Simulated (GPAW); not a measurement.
## ZnGeAs2 (I-42d): G0W0 with GPAW, start to end

Wanted: ground state, empty states, screening and self-energy for ZnGeAs2 (I-42d).

Main program and level: GPAW 26.7.0; LDA and many-body steps on it, plane waves.

The database entry behind the starting cell differs from later determinations by our own check (old inner coordinate), so it need not match the best structure at ambient conditions.

## Step 1: The starting structure

It takes space group I-42d (No. 122, tetragonal). The conventional cell has a = 5.670 Å, b = 5.670 Å, c = 11.150 Å, α = 90.00°, β = 90.00°, γ = 90.00°. Zn has 4 As at 2.49 Å nearest. Nearest to Ge lie 4 As at 2.40 Å. As has 2 Ge at 2.40 Å and 2 Zn at 2.49 Å nearest. Farther neighbours are not listed.

The cell and positions come from the Crystallography Open Database and are kept as given unless a step says otherwise.

## Step 2: Ground state

This step: GPAW 26.7.0; DFT, LDA, plane waves, PAW.

The ground-state density comes first.

run.py

```python
import json
import numpy as np
from gpaw.mpi import world
from ase import Atoms
from gpaw import GPAW, PW, FermiDirac

atoms = Atoms(['Zn', 'Zn', 'Ge', 'Ge', 'As', 'As', 'As', 'As'],
    cell=[[-2.8350000000, 2.8350000000, 5.5750000000],
      [2.8350000000, -2.8350000000, 5.5750000000],
      [2.8350000000, 2.8350000000, -5.5750000000]],
    scaled_positions=[[0.0000000000, 0.0000000000, 0.0000000000],
      [0.7500000000, 0.2500000000, 0.5000000000],
      [0.5000000000, 0.5000000000, 0.0000000000],
      [0.2500000000, 0.7500000000, 0.5000000000],
      [0.3750000000, 0.3890000000, 0.5140000000],
      [0.6110000000, 0.1250000000, 0.9860000000],
      [0.8750000000, 0.8610000000, 0.4860000000],
      [0.1390000000, 0.6250000000, 0.0140000000]],
    pbc=(True, True, True))
calc = GPAW(mode=PW(600),
    xc='LDA',
    kpts={'size': (6, 6, 6), 'gamma': True},
    occupations=FermiDirac(0.001),
    nbands=-10,
    convergence={'density': 1e-6, 'bands': -3},
    maxiter=100,
    txt='gs.txt')
atoms.calc = calc
res = {'energy': atoms.get_potential_energy()}
kpts = calc.get_ibz_k_points()
res['kpts'] = kpts
res['eigenvalues'] = [calc.get_eigenvalues(kpt=k) for k in range(len(kpts))]
res['n_electrons'] = calc.get_number_of_electrons()
calc.write('gs.gpw')

if world.rank == 0:
    with open('result.json', 'w') as f:
        json.dump(res, f, default=lambda x: x.tolist())
```

The run is started by

```
$ mpirun -n 8 gpaw python run.py
```

Numbers of over 12 decimals in the logs are rounded to 6 here.

What it wrote:

```text
__  _  _
 | _ |_)|_||  |
 |__||  | ||/\| - 26.7.0

Input parameters:
  mode=PW(ecut=600.0),
  convergence={'density': 1e-06, 'bands': -3},
  kpts=MonkhorstPack(size=(6, 6, 6), gamma=True),
  maxiter=100,
  nbands=-10,
  occupations=Occupations(name='fermi-dirac', width=0.001, fixmagmom=False),
  xc=XC(name='LDA')
  [... matrices ...]
Diagonalizing LCAO Hamiltonian
Converting LCAO to pw mode

            As

        Ge

          Zn
           As  Ge
             As

              As
        Zn

Atoms  # Å, Bohr magnetons
|   | symbol |        x |         y |         z |    initial magnetic moments |
| 0 |     Zn | 0.000000 |  0.000000 |  0.000000 | ( 0.0000,  0.0000,  0.0000) |
| 1 |     Zn | 0.000000 |  2.835000 |  2.787500 | ( 0.0000,  0.0000,  0.0000) |
| 2 |     Ge | 0.000000 |  0.000000 |  5.575000 | ( 0.0000,  0.0000,  0.0000) |
| 3 |     Ge | 2.835000 |  0.000000 |  2.787500 | ( 0.0000,  0.0000,  0.0000) |
| 4 |     As | 1.496880 |  1.417500 |  1.393750 | ( 0.0000,  0.0000,  0.0000) |
| 5 |     As | 1.417500 |  4.173120 | -1.393750 | ( 0.0000,  0.0000,  0.0000) |
| 6 |     As | 1.338120 |  1.417500 |  6.968750 | ( 0.0000,  0.0000,  0.0000) |
| 7 |     As | 1.417500 | -1.338120 |  4.181250 | ( 0.0000,  0.0000,  0.0000) |

Unit cell  # Å
| periodic |         x |         y |         z |  lengths |     angles |
|      yes | -2.835000 |  2.835000 |  5.575000 | 6.866955 | 131.232425 |
|      yes |  2.835000 | -2.835000 |  5.575000 | 6.866955 | 131.232425 |
|      yes |  2.835000 |  2.835000 | -5.575000 | 6.866955 |  71.444064 |

Number of symmetries: 4
Symmetry operations  # r_c * U_cc + t_c -> r_c
|   | kind |            matrix            |
| 0 |  E   |  1, 0, 0,  0, 1, 0,  0, 0, 1 |
| 1 |  C2  |  0, 1, 0,  1, 0, 0, -1,-1,-1 |
| 2 |  S4  |  0, 0, 1, -1,-1,-1,  0, 1, 0 |
| 3 |  S4  | -1,-1,-1,  0, 0, 1,  1, 0, 0 |

BZ-sampling:
  Number of BZ points: 216
  Number of IBZ points: 36

  Monkhorst-Pack size: [6, 6, 6]
  Monkhorst-Pack shift: [0.083333, 0.083333, 0.083333]

K-points  # in reciprocal-cell coordinates
|     |                                coordinates |     weight |
|   0 | (  0.00000000,   0.00000000,   0.00000000) | 0.00462963 |
|   1 | (  0.16666667,  -0.16666667,   0.00000000) | 0.01851852 |
|   2 | (  0.16666667,  -0.16666667,   0.16666667) | 0.01851852 |
|   3 | (  0.16666667,   0.00000000,   0.00000000) | 0.03703704 |
|   4 | (  0.16666667,   0.16666667,  -0.16666667) | 0.00925926 |
|   5 | (  0.33333333,  -0.33333333,  -0.16666667) | 0.01851852 |
|   6 | (  0.33333333,  -0.33333333,   0.00000000) | 0.01851852 |
|   7 | (  0.33333333,  -0.33333333,   0.16666667) | 0.01851852 |
|   8 | (  0.33333333,  -0.33333333,   0.33333333) | 0.01851852 |
|   9 | (  0.33333333,  -0.16666667,  -0.16666667) | 0.03703704 |
| ... |                                            |            |
|  35 | (  0.50000000,   0.50000000,   0.50000000) | 0.00462963 |

Plane wave coefficients: 5994
Cutoff: 600.0 eV

Spin-components: 1 (collinear spins)
Bands:           36
Projectors:      42
Spin-degeneracy: 2
Datatype:        complex128

  Storage: CPU
  Wave functions: 123_648_768 bytes (15_456_096 per core)
  Projectors: 113_344_704 bytes (14_168_088 per core)
  [... matrices ...]
Parallelization:
  kpt:    4
  domain: 2
  band:   1

Density:
  Valence electrons: 52.0
  Components: 1
  Grid points: [40 40 40]
  Charge: 0.0  # |e|

Potential:
  Grid points: [40 40 40]

species:
  Zn:
    name:    Zinc
    Z:       30.0
    valence: 12
    core:    18
    charge:  0.0  # [|e|]
    compensation charges:
      type: gauss
      rc: 0.37  # [Å]
      lmax: 2
    cutoffs:
      filter: 2.14  # [Å]
      core: 2.28  # [Å]
    projectors
    | kind |    occ | energy [eV] | rcut [Å] |
    |   4s |  2.000 |      -6.218 |    1.286 |
    |   4p |  0.000 |      -1.230 |    1.270 |
    |   3d | 10.000 |     -10.426 |    1.180 |
    |    s |        |      20.994 |    1.286 |
    |    p |        |      25.981 |    1.270 |
    |    d |        |      16.786 |    1.180 |

    Using partial waves for Zn as LCAO basis

  Ge:
    name:    Germanium
    Z:       32.0
    valence: 4
    core:    28
    charge:  0.0  # [|e|]
    compensation charges:
      type: gauss
      rc: 0.32  # [Å]
      lmax: 2
    cutoffs:
      filter: 1.77  # [Å]
      core: 3.42  # [Å]
    projectors
    | kind |    occ | energy [eV] | rcut [Å] |
    |   4s |  2.000 |     -11.940 |    1.005 |
    |   4p |  2.000 |      -4.047 |    1.005 |
    |    s |        |      15.272 |    1.005 |
    |    p |        |      23.164 |    1.005 |
    |    d |        |       0.000 |    1.005 |

    Using partial waves for Ge as LCAO basis

  As:
    name:    Arsenic
    Z:       33.0
    valence: 5
    core:    28
    charge:  0.0  # [|e|]
    compensation charges:
      type: gauss
      rc: 0.33  # [Å]
      lmax: 2
    cutoffs:
      filter: 1.87  # [Å]
      core: 2.96  # [Å]
    projectors
    | kind |    occ | energy [eV] | rcut [Å] |
    |   4s |  2.000 |     -14.691 |    1.058 |
    |   4p |  3.000 |      -5.342 |    1.058 |
    |    s |        |      12.520 |    1.058 |
    |    p |        |      21.869 |    1.058 |
    |    d |        |       0.000 |    1.058 |

    Using partial waves for As as LCAO basis

Reference energy: -457291.070131  # eV

eigensolver:
  PPCG
  Converge bands: -3
  niter=2

density mixing:
  MSR1-Mixer
  Pratt-step length: 0.05
  Maximum mixing coefficient: 0.75
  Old densities: 10
  SVD Regularization: 0.005
  Good broyden scale: 1.0
  Trust region scale: 1.0
  Backstep threshold: 4.0
  History deletion threshold: 6.0
  Fourier metric: weight=20.0, sigma=0.015

occupation numbers:
  Fermi-Dirac:
    width: 0.0010  # eV

poisson solver:
  ecut: 4800.0  # eV

xc functional:
  name: None

Initialization done in: 1.973 s

convergence criteria:
- Maximum integral of absolute [dens]ity change: 1e-06 electrons / valence electron
- Maximum [total energy] change in last 3 cyles: 0.0005 eV / valence electron
- Maximum integral of absolute [eigenst]ate change: 4e-08 eV^2 / valence electron
maximum number of iterations: 100

SCF iterations
|iter     |     time |      energy | eigst |  dens |
|iter:   1|  |  -37.473137 | +1.43 |       |
|iter:   2|  |  -37.345614 | +0.48 | -1.11 |
|iter:   3|  |  -36.816590 | -0.03 | -1.15 |
|iter:   4|  |  -36.767081 | -0.39 | -1.63 |
|iter:   5|  |  -36.766536 | -0.70 | -2.41 |
|iter:   6|  |  -36.766507c| -0.97 | -2.70 |
|iter:   7|  |  -36.766485c| -1.17 | -3.37 |
|iter:   8|  |  -36.766485c| -1.38 | -3.74 |
|iter:   9|  |  -36.766485c| -1.54 | -4.22 |
|iter:  10|  |  -36.766485c| -1.72 | -5.35 |
|iter:  11|  |  -36.766485c| -1.86 | -5.83 |
|iter:  12|  |  -36.766485c| -2.03 | -6.48c|
|iter:  13|  |  -36.766485c| -2.16 | -7.21c|
|iter:  14|  |  -36.766485c| -2.32 | -7.96c|
|iter:  15|  |  -36.766485c| -2.44 | -8.84c|
|iter:  16|  |  -36.766485c| -2.59 | -9.29c|
|iter:  17|  |  -36.766485c| -2.71 | -9.99c|
|iter:  18|  |  -36.766485c| -2.86 |-10.33c|
|iter:  19|  |  -36.766485c| -2.98 |-10.80c|
|iter:  20|  |  -36.766485c| -3.12 |-10.84c|
|iter:  21|  |  -36.766485c| -3.22 |-11.20c|
|iter:  22|  |  -36.766485c| -3.35 |-11.27c|
|iter:  23|  |  -36.766485c| -3.46 |-11.51c|
|iter:  24|  |  -36.766485c| -3.61 |-11.67c|
|iter:  25|  |  -36.766485c| -3.71 |-11.65c|
|iter:  26|  |  -36.766485c| -3.82 |-11.90c|
|iter:  27|  |  -36.766485c| -3.93 |-11.77c|
[...]
|iter:  53|  |  -36.766485c| -6.24 |-13.82c|
|iter:  54|  |  -36.766485c| -6.32 |-13.73c|
|iter:  55|  |  -36.766485c| -6.42 |-13.97c|
|iter:  56|  |  -36.766485c| -6.49 |-13.76c|
|iter:  57|  |  -36.766485c| -6.60 |-14.00c|
[... further lines of this kind ...]
|iter:  67|  |  -36.766485c| -7.41c|-14.50c|

Converged in 67 steps
SCF loop duration: 130.586 s (1.949 s/step)
Energy contributions relative to reference atoms: (reference = -457291.070131)
  [... matrices ...]
Energy contributions:
  Kinetic:          73.375427
  Coulomb:         -65.592235
  Zero:             -0.066986
  External:          0.000000
  Xc:              -44.482690
  Entropy:          -0.000000
  Spinorbit:         0.000000
  ----------------------------
  Free energy:     -36.766485
  Extrapolated:    -36.766485

dipole moment: (-15.312663, -14.175800, 7.536423)  # |e|*Ang

Fermi level: 4.852
Eigenvalues  # (at kpt = [0.000, 0.000, 0.000])
| band index |      eig [eV] | occ [0-2] |
|          0 |        -8.599 |     2.000 |
|        ... |               |           |
|         18 |         0.611 |     2.000 |
|         19 |         0.880 |     2.000 |
|         20 |         1.257 |     2.000 |
|         21 |         2.418 |     2.000 |
|         22 |         2.418 |     2.000 |
|         23 |         4.742 |     2.000 |
|         24 |         4.742 |     2.000 |
|         25 |         4.816 |     2.000 |
|         26 |         4.974 |     0.000 |
[...]
|         30 |         7.761 |     0.000 |
|         31 |         8.062 |     0.000 |
|         32 |         9.198 |     0.000 |
|         33 |         9.461 |     0.000 |
|        ... |               |           |
|         35 |         9.581 |     0.000 |

Gap: 0.158 eV
Transition (v -> c):
  (s=0, k=0, n=25, [0.00, 0.00, 0.00]) -> (s=0, k=0, n=26, [0.00, 0.00, 0.00])
No difference between direct/indirect transitions
# Writing to gs.gpw (mode='')
  [... matrices ...]
```

Run time: 2.2 min. Hardware: 8 MPI ranks of Arm Neoverse V2, shared host; peak memory 1.8 GiB.

This step gave:

```
total energy               : -36.77 eV
gap                        : 0.1581 eV
k of the valence top       : 0, 0, 0
k of the conduction bottom : 0, 0, 0
least direct gap           : 0.1581 eV
```

The gap is direct, at Γ.

## Step 3: Bands along the symmetry lines

Levels along a band path, at the cheap level, show where the edges lie and whether the meshes to come will hold them.

run.py

```python
import json
import numpy as np
from gpaw.mpi import world
from gpaw import GPAW

path = [[0.000000, 0.000000, 0.000000],
    [0.000000, 0.000000, 0.062500],
    [0.000000, 0.000000, 0.125000],
    [0.000000, 0.000000, 0.187500],
    [0.000000, 0.000000, 0.250000],
    [0.000000, 0.000000, 0.312500],
    [0.000000, 0.000000, 0.375000],
    [0.000000, 0.000000, 0.437500],
    [0.000000, 0.000000, 0.500000],
    [0.031250, 0.031250, 0.468750],
    [0.062500, 0.062500, 0.437500],
    [0.093750, 0.093750, 0.406250],
    [0.125000, 0.125000, 0.375000],
    [0.156250, 0.156250, 0.343750],
    [0.187500, 0.187500, 0.312500],
    [0.218750, 0.218750, 0.281250],
    [0.250000, 0.250000, 0.250000],
    [0.218750, 0.281250, 0.218750],
    [0.187500, 0.312500, 0.187500],
    [0.156250, 0.343750, 0.156250],
    [0.125000, 0.375000, 0.125000],
    [0.093750, 0.406250, 0.093750],
    [0.062500, 0.437500, 0.062500],
    [0.031250, 0.468750, 0.031250],
    [0.000000, 0.500000, 0.000000],
    [0.000000, 0.437500, 0.000000],
    [0.000000, 0.375000, 0.000000],
    [0.000000, 0.312500, 0.000000],
    [0.000000, 0.250000, 0.000000],
    [0.000000, 0.187500, 0.000000],
    [0.000000, 0.125000, 0.000000],
    [0.000000, 0.062500, 0.000000],
    [0.000000, 0.000000, 0.000000],
    [0.062500, 0.062500, -0.062500],
    [0.125000, 0.125000, -0.125000],
    [0.187500, 0.187500, -0.187500],
    [0.250000, 0.250000, -0.250000],
    [0.312500, 0.312500, -0.312500],
    [0.375000, 0.375000, -0.375000],
    [0.437500, 0.437500, -0.437500],
    [0.500000, 0.500000, -0.500000],
    [0.476831, 0.523169, -0.476831],
    [0.453662, 0.546338, -0.453662],
    [0.430493, 0.569507, -0.430493],
    [0.407324, 0.592676, -0.407324],
    [0.384155, 0.615845, -0.384155],
    [0.360986, 0.639014, -0.360986],
    [0.337817, 0.662183, -0.337817],
    [0.314648, 0.685352, -0.314648],
    [-0.314648, 0.314648, 0.314648],
    [-0.275317, 0.275317, 0.275317],
    [-0.235986, 0.235986, 0.235986],
    [-0.196655, 0.196655, 0.196655],
    [-0.157324, 0.157324, 0.157324],
    [-0.117993, 0.117993, 0.117993],
    [-0.078662, 0.078662, 0.078662],
    [-0.039331, 0.039331, 0.039331],
    [0.000000, 0.000000, 0.000000],
    [0.000000, 0.000000, 0.500000],
    [-0.016162, 0.016162, 0.500000],
    [-0.032324, 0.032324, 0.500000],
    [-0.048486, 0.048486, 0.500000],
    [-0.064648, 0.064648, 0.500000],
    [-0.080810, 0.080810, 0.500000],
    [-0.096972, 0.096972, 0.500000],
    [-0.113134, 0.113134, 0.500000],
    [-0.129296, 0.129296, 0.500000],
    [0.500000, 0.500000, -0.129296],
    [0.500000, 0.500000, -0.175634],
    [0.500000, 0.500000, -0.221972],
    [0.500000, 0.500000, -0.268310],
    [0.500000, 0.500000, -0.314648],
    [0.500000, 0.500000, -0.360986],
    [0.500000, 0.500000, -0.407324],
    [0.500000, 0.500000, -0.453662],
    [0.500000, 0.500000, -0.500000]]
calc = GPAW('gs.gpw').fixed_density(kpts=path,
    symmetry='off',
    nbands=36,
    convergence={'bands': 32},
    txt='bands.txt')
res = {}
kpts = calc.get_ibz_k_points()
res['kpts'] = kpts
res['eigenvalues'] = [calc.get_eigenvalues(kpt=k) for k in range(len(kpts))]
res['n_electrons'] = calc.get_number_of_electrons()

if world.rank == 0:
    with open('result.json', 'w') as f:
        json.dump(res, f, default=lambda x: x.tolist())
```

The run is started by

```
$ mpirun -n 8 gpaw python run.py
```

What it wrote:

```text
Diagonalizing LCAO Hamiltonian
Converting LCAO to pw mode
convergence criteria:
- Maximum integral of absolute [eigenst]ate change: 4e-08 eV^2 / valence electron
maximum number of iterations: 100

SCF iterations
|iter     |     time |      energy | eigst |  dens |
|iter:   1|  |             | +1.26 |       |
|iter:   2|  |             | -0.11 |       |
|iter:   3|  |             | -0.53 |       |
[...]
|iter:  21|  |             | -7.12 |       |
|iter:  22|  |             | -7.38 |       |
|iter:  23|  |             | -7.63c|       |
SCF steps: 23
  __  _  _
 | _ |_)|_||  |
 |__||  | ||/\| - 26.7.0

Input parameters:
  mode=PW(ecut=600.0),
  convergence={'bands': 32},
  gpts=array([40, 40, 40]),
  kpts=KPoints(kpts=array([[ 0.      ,  0.      ,  0.      ],
         [ 0.      ,  0.      ,  0.0625  ],
         [ 0.      ,  0.      ,  0.125   ],
         [ 0.      ,  0.      ,  0.1875  ],
[...]
[ 0.476831,  0.523169, -0.476831],
         [ 0.453662,  0.546338, -0.453662],
         [ 0.430493,  0.569507, -0.430493],
[...]
[ 0.337817,  0.662183, -0.337817],
         [ 0.314648,  0.685352, -0.314648],
         [-0.314648,  0.314648,  0.314648],
         [-0.275317,  0.275317,  0.275317],
         [-0.235986,  0.235986,  0.235986],
[...]
[-0.078662,  0.078662,  0.078662],
         [-0.039331,  0.039331,  0.039331],
[...]
[ 0.      ,  0.      ,  0.5     ],
         [-0.016162,  0.016162,  0.5     ],
         [-0.032324,  0.032324,  0.5     ],
         [-0.048486,  0.048486,  0.5     ],
         [-0.064648,  0.064648,  0.5     ],
         [-0.08081 ,  0.08081 ,  0.5     ],
         [-0.096972,  0.096972,  0.5     ],
         [-0.113134,  0.113134,  0.5     ],
         [-0.129296,  0.129296,  0.5     ],
         [ 0.5     ,  0.5     , -0.129296],
         [ 0.5     ,  0.5     , -0.175634],
         [ 0.5     ,  0.5     , -0.221972],
         [ 0.5     ,  0.5     , -0.26831 ],
         [ 0.5     ,  0.5     , -0.314648],
         [ 0.5     ,  0.5     , -0.360986],
         [ 0.5     ,  0.5     , -0.407324],
         [ 0.5     ,  0.5     , -0.453662],
         [ 0.5     ,  0.5     , -0.5     ]])),
  maxiter=100,
  nbands=36,
  occupations=Occupations(name='fermi-dirac', width=0.001, fixmagmom=False),
  parallel={},
  symmetry=Symmetry(point_group=False, time_reversal=False),
  xc=XC(name='LDA')
```

It took 88 s on 8 MPI ranks; peak memory 2.5 GiB; 12 min of CPU time.

Numbers from this step:

| Quantity | Value |
| --- | --- |
| gap | 0.1581 eV |
| k of the valence top | 0, 0, 0 |
| k of the conduction bottom | 0, 0, 0 |
| least direct gap | 0.1581 eV |

The gap is 0.158 eV, as in the run before at this level.

The electronic bands at the labelled points (eV, zero at the top of the highest filled band):

```
     point  band 23  band 24  band 25  band 26  band 27  band 28  band 29  band 30
         Γ    -2.40    -0.07    -0.07     0.00     0.16     1.21     1.55     2.94
   halfway    -2.05    -1.66    -1.28    -0.31     1.65     1.68     2.56     3.17
         X    -1.15    -1.15    -0.71    -0.71     0.68     0.68     2.59     2.59
   halfway    -1.15    -1.15    -0.92    -0.92     1.07     1.07     2.45     2.45
         P    -1.13    -1.13    -1.07    -1.07     1.52     1.52     2.18     2.18
   halfway    -1.90    -1.53    -1.26    -1.09     1.57     1.95     2.50     3.18
         N    -2.41    -1.82    -1.54    -0.92     2.04     2.24     2.65     3.49
   halfway    -2.42    -1.91    -0.84    -0.39     1.69     2.04     2.34     2.77
         Γ    -2.40    -0.07    -0.07     0.00     0.16     1.21     1.55     2.94
   halfway    -2.15    -1.92    -0.74    -0.74     1.35     1.74     1.92     2.35
         M    -1.94    -1.94    -1.23    -1.23     1.20     1.20     1.34     1.34
   halfway    -2.30    -1.62    -1.61    -1.08     1.08     1.72     1.79     1.88
         S    -2.30    -2.04    -1.19    -0.76     1.27     2.18     2.25     2.81
jump to S0    -2.30    -2.04    -1.19    -0.76     1.27     2.18     2.25     2.81
   halfway    -2.27    -1.77    -1.04    -0.70     1.74     2.55     2.60     2.76
         Γ    -2.40    -0.07    -0.07     0.00     0.16     1.21     1.55     2.94
 jump to X    -1.15    -1.15    -0.71    -0.71     0.68     0.68     2.59     2.59
   halfway    -1.18    -1.18    -0.84    -0.84     0.81     0.81     2.81     2.81
         R    -1.27    -1.27    -1.09    -1.09     1.12     1.12     3.17     3.17
 jump to G    -1.27    -1.27    -1.09    -1.09     1.12     1.12     3.17     3.17
   halfway    -1.83    -1.83    -1.34    -1.34     1.60     1.60     2.19     2.19
         M    -1.94    -1.94    -1.23    -1.23     1.20     1.20     1.34     1.34
```

[end of part 1 of 2]

[Paths, hosts, dates, memory and timing lines, banners, echoed tables and standing remarks are left out of the program output.]

[Logs are printed without paths, hosts, clocks, repeated set-up lines and the standing remarks that a program may print on its own settings, such as how far it seeks lower states.]

[Runs of the session that timed out or met a known fault of the program may be left out.]

[Hosts, paths, dates, database ids (printed as entryN), source tags and the programs' standing remarks are cut or masked in the printed files.]
